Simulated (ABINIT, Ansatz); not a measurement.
# H6PbCBr3N (Pm): changed settings of a GW run in ABINIT

Aim: change inputs of a GW run on H6PbCBr3N (Pm) and see what moves.

Main program and level: ABINIT 10.8.3; PBEsol and many-body steps on it, plane waves.

### 1. Set-up

Symmetry: Pm, No. 6, monoclinic system. The conventional cell has a = 6.039 Å, b = 6.060 Å, c = 6.128 Å, α = 90.00°, β = 90.07°, γ = 90.00°. H has 1 N at 1.04 Å nearest. Nearest to H lie 1 N at 1.04 Å. Nearest to H lie 1 C at 1.09 Å. H has 1 C at 1.10 Å nearest. Nearest to Pb lie 6 Br at 2.98 to 3.11 Å. Nearest to C lie 3 H at 1.09 to 1.10 Å and 1 N at 1.49 Å. Farther neighbours and most contacts between anions are not listed.

The cell and positions are those that the Materials Project relaxed with its own functionals (PBE, PBE+U or r2SCAN), kept fixed. Spin-orbit coupling is left out unless a step names it.

### 2. Screening, 2×2×2 mesh, 165 bands, screening to 98 eV

This step: ABINIT 10.8.3; RPA screening on PBEsol, plane waves, norm-conserving pseudopotentials.

The RPA dielectric matrix is built and inverted for each q.

File run.abi:

```
acell 3*1.0 Angstrom
rprim 
  6.038531000000 -0.000000000000 -0.000000000000
  -0.000000000000 6.059680000000 0.000000000000
  -0.007679000000 0.000000000000 6.128174000000
ntypat 5
znucl 1 82 6 35 7
natom 12
typat 1 1 1 1 1 1 2 3 4 4 4 5
xred 
  0.218258000000 0.862101000000 0.968190000000
  0.177786000000 0.000000000000 0.198636000000
  0.825095000000 0.851944000000 0.061619000000
  0.869341000000 0.000000000000 0.811715000000
  0.825095000000 0.148056000000 0.061619000000
  0.218258000000 0.137899000000 0.968190000000
  0.475266000000 0.500000000000 0.477994000000
  0.897311000000 0.000000000000 0.988520000000
  0.430028000000 0.500000000000 0.972748000000
  0.434852000000 0.000000000000 0.512708000000
  0.966538000000 0.500000000000 0.440736000000
  0.140606000000 0.000000000000 0.032465000000
pp_dirpath "pseudos"
pseudos "H.upf, Pb.upf, C.upf, Br.upf, N.upf"
ecut 37
ngkpt 2 2 2
nshiftk 1
shiftk 0 0 0
kptopt 1
chksymbreak 0
istwfk *1
occopt 1
irdwfk 1
optdriver 3
nband 165
ecuteps 3.6
inclvkb 2
awtr 1
symchi 1
indata_prefix "in"
outdata_prefix "out"
tmpdata_prefix "tmp"
```

Started as:

```sh
OMP_NUM_THREADS=1 mpirun -n 4 abinit run.abi > log
```

The log of the run:

```text
.Version 10.8.3 of ABINIT. v10.8.2 released Aug 2026.

 Symmetries : space group Pm (#  6); Bravais mP (primitive monocl.)
[... echo of the input left out ...]
== DATASET  1 ==================================================================
-   mpi_nproc: 4, omp_nthreads: 1 (-1 if OMP is not activated)

--- !DatasetInfo
iteration_state: {dtset: 1, }
dimensions: {natom: 12, nkpt: 8, mband: 165, nsppol: 1, nspinor: 1, nspden: 1, mpw: 16306, }
cutoff_energies: {ecut:  37.0, pawecutdg:  -1.0, }
electrons: {nelect:   8.80000000E+01, charge:   0.00000000E+00, occopt:   1.00000000E+00, tsmear:   1.00000000E-02, }

 SCREENING: Calculation of the susceptibility and dielectric matrices

 Based on a program developped by R.W. Godby, V. Olevano, G. Onida, and L. Reining.
 Incorporated in ABINIT by V. Olevano, G.-M. Rignanese, and M. Torrent.
.Using double precision arithmetic ; gwpc =  8

[... cell and pseudopotentials left out ...]
--------------------------------------------------------------------------------

 ==== K-mesh for the wavefunctions ====
 Number of points in the irreducible wedge :     8
[... list of points left out ...]
 Together with  2 symmetry operations and time-reversal symmetry
 yields     8 points in the full Brillouin Zone.

 ==== Q-mesh for the screening function ====
 Number of points in the irreducible wedge :     8
[... list of points left out ...]
 Together with  2 symmetry operations and time-reversal symmetry
 yields     8 points in the full Brillouin Zone.

 setmesh: FFT mesh size selected  =    45x   45x   45
          total number of points  =        91125

 vcoul_init : cutoff-mode = AUXILIARY_FUNCTION
 q-points for optical limit:   1
     1)      0.000010    0.000020    0.000030

- screening: taking advantage of time-reversal symmetry
- Maximum band index for partially occupied states nbvw = 44
- Remaining bands to be divided among processors   nbcw = 121
- Number of bands treated by each node ~30

 Number of electrons calculated from density =   88.0000; Expected =   88.0000
 average of density, n =  0.058153
 r_s =    1.6012
 omega_plasma =   23.2618 [eV]

 calculating chi0 at frequencies [eV] :
  1    0.000000E+00    0.000000E+00
  2    0.000000E+00    2.326176E+01

--------------------------------------------------------------------------------
  q-point number  1        q = ( 0.000000, 0.000000, 0.000000) [r.l.u.]
--------------------------------------------------------------------------------
[... chi0 elements left out ...]
 For q-point:  0.000010 0.000020 0.000030
  dielectric constant =   6.4303
  dielectric constant without local fields =   7.3440

  Average fulfillment of the sum rule on Im[epsilon] for q-point    1 :     43.96  [%]
[... wings left out ...]
  q-point number  2        q = ( 0.500000, 0.000000, 0.000000) [r.l.u.]
--------------------------------------------------------------------------------
[... chi0 elements left out ...]
  Average fulfillment of the sum rule on Im[epsilon] for q-point    2 :     48.92  [%]

 [... 6 further q-points ...]
```

It took 5.1 min on 4 MPI ranks of Arm Neoverse V1, shared host; peak memory 5 GiB.

This step gave:

```yaml
eps_infinity_with_local_fields_on_this_mesh_along_the_program_s_q_direction: 6.430
the_same_without_local_fields: 7.344
plasma_frequency: 23.26 eV
plane_waves_in_the_screening_matrix: 469
```

Local fields lower ε∞ by 12 %. On a Γ-centred mesh this coarse the value itself is usually too large, while a short band sum pulls it down.

### 3. Base

The self-energy is evaluated for the states that the input lists, and the levels follow from it, in one-shot runs by the linearised quasiparticle equation.

This step: G0W0 on PBEsol, plane waves, norm-conserving pseudopotentials.

run.abi, as its differences from that of step 2:

```diff
@@ -33,8 +33,17 @@
 irdwfk 1
-optdriver 3
+optdriver 4
 nband 165
+gwcalctyp 0
+ecutsigx 37
+symsigma 1
+nkptgw 2
+kptgw 
+  0.5000000000 0.5000000000 0.5000000000
+  0.0000000000 0.0000000000 0.0000000000
+bdgw 
+  43 46
+  43 46
 ecuteps 3.6
-inclvkb 2
-awtr 1
-symchi 1
+irdscr 1
+ppmodel 1
 indata_prefix "in"
```

The log of the run:

```text
.Version 10.8.3 of ABINIT. v10.8.2 released Aug 2026.

 Symmetries : space group Pm (#  6); Bravais mP (primitive monocl.)
[... echo of the input left out ...]
== DATASET  1 ==================================================================
-   mpi_nproc: 4, omp_nthreads: 1 (-1 if OMP is not activated)

--- !DatasetInfo
iteration_state: {dtset: 1, }
dimensions: {natom: 12, nkpt: 8, mband: 165, nsppol: 1, nspinor: 1, nspden: 1, mpw: 16306, }
cutoff_energies: {ecut:  37.0, pawecutdg:  -1.0, }
electrons: {nelect:   8.80000000E+01, charge:   0.00000000E+00, occopt:   1.00000000E+00, tsmear:   1.00000000E-02, }

 SIGMA: Calculation of the GW corrections

 Based on a program developped by R.W. Godby, V. Olevano, G. Onida, and L. Reining.
 Incorporated in ABINIT by V. Olevano, G.-M. Rignanese, and M. Torrent.
.Using double precision arithmetic ; gwpc =  8

[... cell and pseudopotentials left out ...]
--------------------------------------------------------------------------------

 ==== K-mesh for the wavefunctions ====
 Number of points in the irreducible wedge :     8
[... list of points left out ...]
 Together with  2 symmetry operations and time-reversal symmetry
 yields     8 points in the full Brillouin Zone.

 ==== Q-mesh for screening function ====
 Number of points in the irreducible wedge :     8
[... list of points left out ...]
 Together with  2 symmetry operations and time-reversal symmetry
 yields     8 points in the full Brillouin Zone.

 vcoul_init : cutoff-mode = AUXILIARY_FUNCTION
 q-points for optical limit:   1
     1)      0.000010    0.000020    0.000030
 setmesh: FFT mesh size selected  =    64x   64x   64
          total number of points  =       262144

 Number of electrons calculated from density =   88.0000; Expected =   88.0000
 average of density, n =  0.058153
 r_s =    1.6012
 omega_plasma =   23.2618 [eV]

 === KS Band Gaps ===
  >>>> For spin  1
   Minimum direct gap =   2.0047 [eV], located at k-point      :   0.5000  0.5000  0.5000
   Fundamental gap    =   2.0047 [eV], Top of valence bands at :   0.5000  0.5000  0.5000
                                       Bottom of conduction at :   0.5000  0.5000  0.5000
 SIGMA fundamental parameters:
 PLASMON POLE MODEL  1
 number of plane-waves for SigmaX                16279
 number of plane-waves for SigmaC and W            469
 number of plane-waves for wavefunctions         16279
 number of bands                                   165
 number of independent spin polarizations            1
 number of spinorial components                      1
 number of k-points in IBZ                           8
 number of q-points in IBZ                           8
 number of symmetry operations                       2
 number of k-points in BZ                            8
 number of q-points in BZ                            8
 number of frequencies for dSigma/dE                 9
 frequency step for dSigma/dE [eV]                0.25
 number of omega for Sigma on real axis              0
 max omega for Sigma on real axis  [eV]           0.00
 zcut for avoiding poles [eV]                     0.10

 EPSILON^-1 parameters (SCR file):
 dimension of the eps^-1 matrix on file            469
 dimension of the eps^-1 matrix used               469
 number of plane-waves for wavefunctions         16279
 number of bands                                   165
 number of q-points in IBZ                           8
 number of frequencies                               2
 number of real frequencies                          1
 number of imag frequencies                          1

 matrix elements of self-energy operator (all in [eV])

 Perturbative Calculation

--- !SelfEnergy_ee
iteration_state: {dtset: 1, }
kpoint     : [   0.500,    0.500,    0.500, ]
spin       : 1
KS_gap     :    2.005
QP_gap     :    3.835
Delta_QP_KS:    1.830
data: !SigmaeeData |
     Band     E0 <VxcDFT>   SigX SigC(E0)      Z dSigC/dE  Sig(E)    E-E0       E
       43  -0.462 -14.394 -19.340   3.070   0.787  -0.270 -15.871  -1.477  -1.939
       44   0.350 -15.279 -18.521   2.124   0.801  -0.249 -16.174  -0.896  -0.546
       45   2.354 -10.622  -6.649  -2.832   0.818  -0.222  -9.688   0.934   3.289
       46   2.367 -10.597  -6.591  -2.840   0.819  -0.221  -9.642   0.955   3.322

--- !SelfEnergy_ee
iteration_state: {dtset: 1, }
kpoint     : [   0.000,    0.000,    0.000, ]
spin       : 1
KS_gap     :    5.072
QP_gap     :    7.159
Delta_QP_KS:    2.086
data: !SigmaeeData |
     Band     E0 <VxcDFT>   SigX SigC(E0)      Z dSigC/dE  Sig(E)    E-E0       E
       43  -0.683 -14.002 -18.932   3.075   0.785  -0.273 -15.459  -1.457  -2.140
       44  -0.665 -14.012 -18.929   3.072   0.785  -0.274 -15.460  -1.448  -2.113
       45   4.408  -7.707  -3.909  -3.038   0.840  -0.190  -7.069   0.638   5.046
       46   5.519 -11.746  -7.688  -3.039   0.803  -0.245 -10.928   0.819   6.338

== END DATASET(S) ==============================================================
================================================================================

 -outvars: echo values of variables after computation  --------
           etotal      0.0000000000E+00
            nband         165
             nkpt           8
          spgroup           6
 [... the other variables as echoed above ...]

 Calculation completed.
```

Run time: 38 s. Hardware: 4 MPI ranks; peak memory 3 GiB.

Numbers from this step:

```
G0W0 gap on the points computed              : 3.835 eV
starting gap on the mesh                     : 2.005 eV
k of the valence top                         : 0.5, 0.5, 0.5
k of the conduction bottom                   : 0.5, 0.5, 0.5
Z at the valence top                         : 0.801
Z at the conduction bottom                   : 0.818
least direct G0W0 gap on the computed points : 3.835 eV
```

The gap on the mesh goes from 2.00 eV to 3.83 eV, a correction of +1.83 eV.

### 4. Broadening of the poles

run.abi, as its differences from that of step 3:

```diff
@@ -48,2 +48,3 @@
 ppmodel 1
+zcut 0.01 eV
 indata_prefix "in"
```

The log of the run:

```text
.Version 10.8.3 of ABINIT. v10.8.2 released Aug 2026.

 Symmetries : space group Pm (#  6); Bravais mP (primitive monocl.)
[... echo of the input left out ...]
== DATASET  1 ==================================================================
-   mpi_nproc: 4, omp_nthreads: 1 (-1 if OMP is not activated)

--- !DatasetInfo
iteration_state: {dtset: 1, }
dimensions: {natom: 12, nkpt: 8, mband: 165, nsppol: 1, nspinor: 1, nspden: 1, mpw: 16306, }
cutoff_energies: {ecut:  37.0, pawecutdg:  -1.0, }
electrons: {nelect:   8.80000000E+01, charge:   0.00000000E+00, occopt:   1.00000000E+00, tsmear:   1.00000000E-02, }

 SIGMA: Calculation of the GW corrections

 Based on a program developped by R.W. Godby, V. Olevano, G. Onida, and L. Reining.
 Incorporated in ABINIT by V. Olevano, G.-M. Rignanese, and M. Torrent.
.Using double precision arithmetic ; gwpc =  8

[... cell and pseudopotentials left out ...]
--------------------------------------------------------------------------------

 ==== K-mesh for the wavefunctions ====
 Number of points in the irreducible wedge :     8
[... list of points left out ...]
 Together with  2 symmetry operations and time-reversal symmetry
 yields     8 points in the full Brillouin Zone.

 ==== Q-mesh for screening function ====
 Number of points in the irreducible wedge :     8
[... list of points left out ...]
 Together with  2 symmetry operations and time-reversal symmetry
 yields     8 points in the full Brillouin Zone.

 vcoul_init : cutoff-mode = AUXILIARY_FUNCTION
 q-points for optical limit:   1
     1)      0.000010    0.000020    0.000030
 setmesh: FFT mesh size selected  =    64x   64x   64
          total number of points  =       262144

 Number of electrons calculated from density =   88.0000; Expected =   88.0000
[...]
number of omega for Sigma on real axis              0
 max omega for Sigma on real axis  [eV]           0.00
 zcut for avoiding poles [eV]                     0.01

 EPSILON^-1 parameters (SCR file):
 dimension of the eps^-1 matrix on file            469
 dimension of the eps^-1 matrix used               469
 number of plane-waves for wavefunctions         16279
 number of bands                                   165
 number of q-points in IBZ                           8
 number of frequencies                               2
 number of real frequencies                          1
 number of imag frequencies                          1

 matrix elements of self-energy operator (all in [eV])

 Perturbative Calculation

--- !SelfEnergy_ee
iteration_state: {dtset: 1, }
kpoint     : [   0.500,    0.500,    0.500, ]
spin       : 1
KS_gap     :    2.005
QP_gap     :    3.835
Delta_QP_KS:    1.830
data: !SigmaeeData |
     Band     E0 <VxcDFT>   SigX SigC(E0)      Z dSigC/dE  Sig(E)    E-E0       E
       43  -0.462 -14.394 -19.340   3.070   0.787  -0.271 -15.870  -1.476  -1.938
       44   0.350 -15.279 -18.521   2.124   0.801  -0.249 -16.175  -0.896  -0.546
       45   2.354 -10.622  -6.649  -2.832   0.818  -0.222  -9.688   0.934   3.289
[...]
--- !SelfEnergy_ee
iteration_state: {dtset: 1, }
kpoint     : [   0.000,    0.000,    0.000, ]
spin       : 1
KS_gap     :    5.072
QP_gap     :    7.158
Delta_QP_KS:    2.085
data: !SigmaeeData |
     Band     E0 <VxcDFT>   SigX SigC(E0)      Z dSigC/dE  Sig(E)    E-E0       E
[...]
45   4.408  -7.707  -3.909  -3.038   0.840  -0.190  -7.069   0.638   5.046
       46   5.519 -11.746  -7.688  -3.041   0.803  -0.245 -10.930   0.817   6.335

== END DATASET(S) ==============================================================
================================================================================

 -outvars: echo values of variables after computation  --------
           etotal      0.0000000000E+00
            nband         165
             nkpt           8
          spgroup           6
 [... the other variables as echoed above ...]

 Calculation completed.
```

Run time: 37 s. Hardware: 4 MPI ranks; peak memory 3 GiB; 2.5 min of CPU time.

This step gave:

| Item | Value |
| --- | --- |
| G0W0 gap on the points computed | 3.835 eV |
| starting gap on the mesh | 2.005 eV |
| k of the valence top | 0.5, 0.5, 0.5 |
| k of the conduction bottom | 0.5, 0.5, 0.5 |
| Z at the valence top | 0.801 |
| Z at the conduction bottom | 0.818 |
| least direct G0W0 gap on the computed points | 3.835 eV |

Against G0W0 in ABINIT (2×2×2 mesh, 165 bands, screening to 98 eV, Godby-Needs plasmon pole), the gap moves by +0.000 eV.

[end of part 1 of 2]

[Paths, hosts, dates, memory and timing lines, banners, echoed tables and standing remarks are left out of the program output.]

[Logs are printed without paths, hosts, clocks, repeated set-up lines and the standing remarks that a program may print on its own settings, such as how far it seeks lower states.]

[Runs of the session that timed out or met a known fault of the program may be left out.]

[Hosts, paths, dates, database ids (printed as entryN), source tags and the programs' standing remarks are cut or masked in the printed files.]

[G0W0 gaps are taken among the corrected bands and points alone; a level outside them can change the order at an edge.]

[Where Ansatz stands beside ABINIT at settings called matched, ABINIT's density can come from a denser mesh and the files from another edition; pairs whose starting gaps differed by over 0.03 eV were left out, so agreement reads better than it is.]
